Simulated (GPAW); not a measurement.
# Surface energy and work function of Re(0001) from slabs of 3 to 12 layers (RPBE)

How do energy and work function of Re(0001) films settle with thickness, and what surface energy follows?

How it was computed: GPAW 26.7.0, plane waves at 450 eV with PAW setups; symmetric 1×1 slabs cut at the tabulated lattice constant (two decimals; low-temperature values for the alkali metals), atoms at bulk places, 7.5 Å of vacuum on each side, one in-plane mesh for all thicknesses, Fermi-Dirac smearing of 0.1 eV. Energies are extrapolated to zero smearing and count from the program's reference atoms. Functional RPBE. The cell's area is 6.597 Å².

The runs, one held back:

| layers | energy (eV) | work function (eV) |
| --- | --- | --- |
| 3 | −30.9393 | 4.98 |
| 4 | −42.0545 | 4.93 |
| 5 | −53.0977 | 4.89 |
| 6 | −64.0994 | 4.89 |
| 7 | −75.1666 | 4.89 |
| 8 | −86.1969 | 4.88 |
| 9 | −97.2496 | 4.89 |
| 10 | −108.2832 | 4.89 |
| 11 | −119.3293 | 4.89 |
| 12 | ? | ? |

**Question.** What surface energy do these runs give, and what energy and work function should the 12-layer slab have?

Worked answer. A slab of n layers has E(n) = nε + 2Aγ once its middle is bulk-like. A line through n = 6 to 11 has the slope ε = −11.0443 eV a layer and the intercept 2Aγ = 2.1561 eV (r.m.s. residual 7.4 meV). So γ = 2.1561 / (2 × 6.597 Å²) = 0.1634 eV/Å² = 2.62 J/m², with a standard error of about 0.02 J/m² from the scatter about the line. For 12 layers: 2.1561 + 12 × (−11.0443) = −130.376 eV; the run gives −130.376 eV, 0.3 meV over the line. The work function has no such law: from 6 to 11 layers it moves between 4.88 and 4.89 eV (mean 4.89), and the 12-layer slab gives 4.89 eV. The thinnest slab, 3 layers, lies +0.09 eV from that mean. The measured value for this face is 5.15 eV (“Anisotropic work function of elemental crystals” (2019, arxiv:1902.07811)); the unrelaxed 12-layer slab lies 0.26 eV under it.

Caveats: The surfaces are unrelaxed, so γ is an upper bound for this functional and lattice constant. The tabulated lattice constant isn't the functional's own, which strains the slab a little. Spin-orbit coupling is left out.
